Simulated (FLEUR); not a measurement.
# Anisotropy of free Co(0001) film, 4 layers with FLEUR, part 2 of 2

Aim: the anisotropy of free Co(0001) film, 4 layers from single passes in the potential of one collinear state.

FLEUR MaX-R8.1; PBE; all-electron FLAPW film, Dirac cores, scalar-relativistic bands.

So far. Step 2 (Self-consistent state): After 41 cycles the largest moment stands at 1.80 μB.

## (5) Spin–orbit coupling, moments along z

Level of this step: PBE; all-electron FLAPW film, Dirac cores, scalar-relativistic bands with spin-orbit coupling (FLEUR).

Spin–orbit coupling ties the spins to the lattice and lets orbital moments form.

A new self-consistent run of the start ferro ++++, with the moments along z. The k list default-1 (kpts.xml, not shown) is a Γ-centred 35×35×1 mesh.

The input, inp.xml:

```
<?xml version="1.0" encoding="UTF-8" standalone="no"?>
<fleurInput fleurInputVersion="0.39">
   <comment>
      Co
   </comment>
   <calculationSetup>
      <cutoffs Kmax="3.66" Gmax="11.0" GmaxXC="11.0" numbands="148"/>
      <scfLoop itmax="150" minDistance="0.00002" maxIterBroyd="15" imix="Anderson" alpha="0.03" precondParam="0.0" spinf="2.0" sdNocoIR="T"/>
      <coreElectrons ctail="T" frcor="F" kcrel="0" coretail_lmax="0"/>
      <xcFunctional name="pbe" relativisticCorrections="F"/>
      <magnetism jspins="2"/>
      <soc l_soc="T" theta="0.0" phi="0.0" spav="F"/>
      <expertModes spex="0" secvar="F"/>
      <geometryOptimization l_f="F" forcealpha="1.0" forcemix="BFGS" epsdisp="0.00001" epsforce="0.00001"/>
      <ldaU l_linMix="F" mixParam="0.05" spinf="1.0"/>
   </calculationSetup>
   <cell>
      <bzIntegration valenceElectrons="68.0" mode="hist" fermiSmearingEnergy="0.00183747">
         <kPointListSelection listName="default-1"/>
         <xi:include xmlns:xi="http://www.w3.org/2001/XInclude" href="kpts.xml"> </xi:include>
      </bzIntegration>
      <xi:include xmlns:xi="http://www.w3.org/2001/XInclude" href="sym.xml"> </xi:include>
      <filmLattice scale="1.0" dVac="16.82" dTilda="19.32">
         <bravaisMatrixFilm>
            <row-1>    4.7375437355433538    -0.0000000791795246</row-1>
            <row-2>   -2.3687717992124133     4.1028332661104852</row-2>
         </bravaisMatrixFilm>
         <vacuumEnergyParameters vacuum="1" spinUp="-.25" spinDown="-.25"/>
      </filmLattice>
   </cell>
   <atomSpecies>
      <species name="Cobalt (Co2.000" element="Co" atomicNumber="27">
         <mtSphere radius="2.24" gridPoints="741" logIncrement="0.016"/>
         <atomicCutoffs lmax="8" lnonsphr="6"/>
         <electronConfig flipSpins="F">
            <coreConfig>(1s1/2) (2s1/2) (2p1/2) (2p3/2)</coreConfig>
            <valenceConfig>(3s1/2) (3p1/2) (3p3/2) (4s1/2) (3d3/2) (3d5/2)</valenceConfig>
            <stateOccupation state="(3d3/2)" spinUp="1.5" spinDown="1.3"/>
            <stateOccupation state="(3d5/2)" spinUp="3.0" spinDown="1.2"/>
         </electronConfig>
         <energyParameters s="4" p="4" d="3" f="4"/>
         <lo type="SCLO" l="0" n="3" eDeriv="0"/>
         <lo type="SCLO" l="1" n="3" eDeriv="0"/>
      </species>
   </atomSpecies>
   <atomGroups>
      <atomGroup species="Cobalt (Co2.000">
         <filmPos label="                   1">-1.000/3.000 1.000/3.000 -5.7683926615</filmPos>
         <filmPos label="                   4">1.000/3.000 -1.000/3.000 5.7683926615</filmPos>
         <force calculate="T" relaxXYZ="TTT"/>
      </atomGroup>
      <atomGroup species="Cobalt (Co2.000">
         <filmPos label="                   2">1.000/3.000 -1.000/3.000 -1.9227848895</filmPos>
         <filmPos label="                   3">-1.000/3.000 1.000/3.000 1.9227848895</filmPos>
         <force calculate="T" relaxXYZ="TTT"/>
      </atomGroup>
   </atomGroups>
   <output dos="F" band="F" slice="F">
      <bandDOS minEnergy="-.5*Htr" maxEnergy="0.5*Htr" sigma="0.015" storeEVData="T"/>
      <plotting iplot="0" polar="F">
         <plot TwoD="T" vec1="  1.0  0.0  0.0" vec2="  0.0  1.0  0.0" vec3="  0.0  0.0  1.0" zero="  0.0  0.0 -0.5" file="plot"/>
      </plotting>
      <moessbauerParams electricFieldGradient="F" isomerShift="F" coreHyperfine="F" valenceHyperfine="F"/>
   </output>
</fleurInput>
```

The input, crystal.txt:

```
Co
&input film=T cartesian=F /
2.50700018054  -0.00000004190  0.00000000000
-1.25350005399  2.17112586459  0.00000000000
0.00000000000  0.00000000000  1.00000000000
1.8897261246
1.0 1.0 1.0

4
27 0.66666666667  0.33333333333  -5.76839266149 : 2.000
27 0.33333333333  0.66666666667  -1.92278488952 : 2.000
27 0.66666666667  0.33333333333  1.92278488952 : 2.000
27 0.33333333333  0.66666666667  5.76839266149 : 2.000

&soc 0.0000000 0.0000000 /
&kpt div1=35 div2=35 div3=1 gamma=T /
```

Command:

```bash
OMP_NUM_THREADS=1 inpgen -f crystal.txt > inpgen.log  # inp.xml is then edited as shown
OMP_NUM_THREADS=1 mpirun -n 8 fleur_MPI > fleur.log
```

The log of the run:

```text
[banner, memory and clock lines left out]
Welcome to FLEUR        (www.flapw.de)
      MaX-Release 8.1          (www.max-centre.eu)

 ========== k-point set info ==========
 Selected k-point list: default-1
 k-point list type: mesh
 0 x 0 x 0
 Number of k points: 208

 [... set-up left out ...]
 Iteration:     1   Distance:      38.19305387 me/bohr^3
 Iteration:     2   Distance:      33.92323014 me/bohr^3
 Iteration:     3   Distance:      15.02734869 me/bohr^3
 Iteration:     4   Distance:      12.84757358 me/bohr^3
 Iteration:     5   Distance:       5.81095441 me/bohr^3
 Iteration:     6   Distance:       5.30890026 me/bohr^3
 Iteration:     7   Distance:       3.86398302 me/bohr^3
 Iteration:     8   Distance:       2.81307914 me/bohr^3
 Iteration:     9   Distance:       2.38048210 me/bohr^3
 Iteration:    10   Distance:       1.50147343 me/bohr^3
[... 15 iterations left out ...]
 Iteration:    26   Distance:       0.00060871 me/bohr^3
 Iteration:    27   Distance:       0.00023603 me/bohr^3
 Iteration:    28   Distance:       0.00008092 me/bohr^3
 Iteration:    29   Distance:       0.00008422 me/bohr^3
 Iteration:    30   Distance:       0.00006871 me/bohr^3
 Iteration:    31   Distance:       0.00005445 me/bohr^3
 Iteration:    32   Distance:       0.00004994 me/bohr^3
 Iteration:    33   Distance:       0.00003285 me/bohr^3
 Iteration:    34   Distance:       0.00002059 me/bohr^3
 Iteration:    35   Distance:       0.00000834 me/bohr^3

 ********************************************************************
 Run finished successfully
 Stop message:
   all done
 ********************************************************************

--- out.xml (last complete iteration) ---
<iteration numberForCurrentRun="   35" overallNumber="   35">
         [... left out ...]
         <bandgap value="0.0000000023" units="eV"/>
         <sumValenceSingleParticleEnergies value="-94.8491282904" units="Htr"/>
         <FermiEnergy value="-0.1819382580" units="Htr"/>
         [... left out ...]
         <magneticMomentsInMTSpheres units="muBohr">
            <globalMagMoment atomType="1" vec="0.00000   0.00000   1.81011"/>
            <globalMagMoment atomType="2" vec="0.00000   0.00000   1.73240"/>
         </magneticMomentsInMTSpheres>
         <orbitalMomentsInMTSpheres units="muBohr">
            <globalMagMoment atomType="1" vec="0.00000   0.00000   0.08813"/>
            <globalMagMoment atomType="2" vec="0.00000   0.00000   0.08069"/>
         </orbitalMomentsInMTSpheres>
         [... left out ...]
         <totalEnergy value="    -5573.8509079311" units="Htr">
            <sumOfEigenvalues value="    -3266.4445372677">
               <coreElectrons value="-3171.5954089774"/>
               <valenceElectrons value="-94.8491282904"/>
            </sumOfEigenvalues>
         [... left out ...]
            <freeEnergy value="-5573.8520032954"/>
            <extrapolationTo0K value="-5573.8514556132"/>
         </totalEnergy>
         <densityConvergence units="me/bohr^3">
            <chargeDensity spin="1" distance="0.0000018957"/>
            <chargeDensity spin="2" distance="0.0000075689"/>
            <overallChargeDensity distance="0.0000083388"/>
            <spinDensity distance="0.0000072270"/>
         </densityConvergence>
      </iteration>
```

The job ended after 7.3 min (8 MPI ranks of Arm Neoverse V2, shared host; peak memory 1.3 GiB).

Spin moment in the muffin-tin sphere by atom:

| atom | spin moment in the muffin-tin sphere (μB) |
| --- | --- |
| Co1 | 1.81 |
| Co2 | 1.73 |
| Co3 | 1.73 |
| Co4 | 1.81 |

Read from the output:

* free energy: -151672.2397 eV
* program's band gap on this mesh (in a metal only a level spacing): 2.30e-9 eV
* magnetization: 6.810 μB
* final state: ferromagnetic
* orbital moment along the spin: 0.08813 μB

Orbital moment in the sphere, along the spin axis by atom:

| atom | orbital moment in the sphere, along the spin axis (μB) |
| --- | --- |
| Co1 | 0.0881 |
| Co2 | 0.0807 |
| Co3 | 0.0807 |
| Co4 | 0.0881 |

## (6) Results

| Property | Result |
| --- | --- |
| reference state | ferromagnetic |
| largest sphere moment | 1.80 μB |
| easy direction of those tried | z |
| energy along x less z, force theorem | 0.129 meV a primitive cell |
| orbital moment on the atom of largest spin, along its spin (spin–orbit run) | 0.0881 μB |

What this shows: By the force theorem the moments prefer z; shape anisotropy is not in it, and in a film it favours the plane. The difference for the second direction goes from 0.14 meV (mesh 23×23×1, 132 states, 5.9 min of CPU time) to 0.13 meV (mesh 35×35×1, 132 states, 13 min). The orbital moment is parallel to the spin, as Hund's third rule has it for a shell over half filled. The state was typed, and no other order was converged beside it, so it need not be the ground state.

[Logs and program files are shortened in this print: banners, set-up blocks, solver, clock and traceback lines can be left out without a mark of their own.]

[Logs are printed without paths, hosts, clocks, repeated set-up lines and the standing remarks that a program may print on its own settings, such as how far it seeks lower states.]

[Hosts, paths, dates, database ids (printed as entryN), source tags and the programs' standing remarks are cut or masked in the printed files.]

[Where a cell is said to come from a database of computed structures, the database is the Materials Project.]
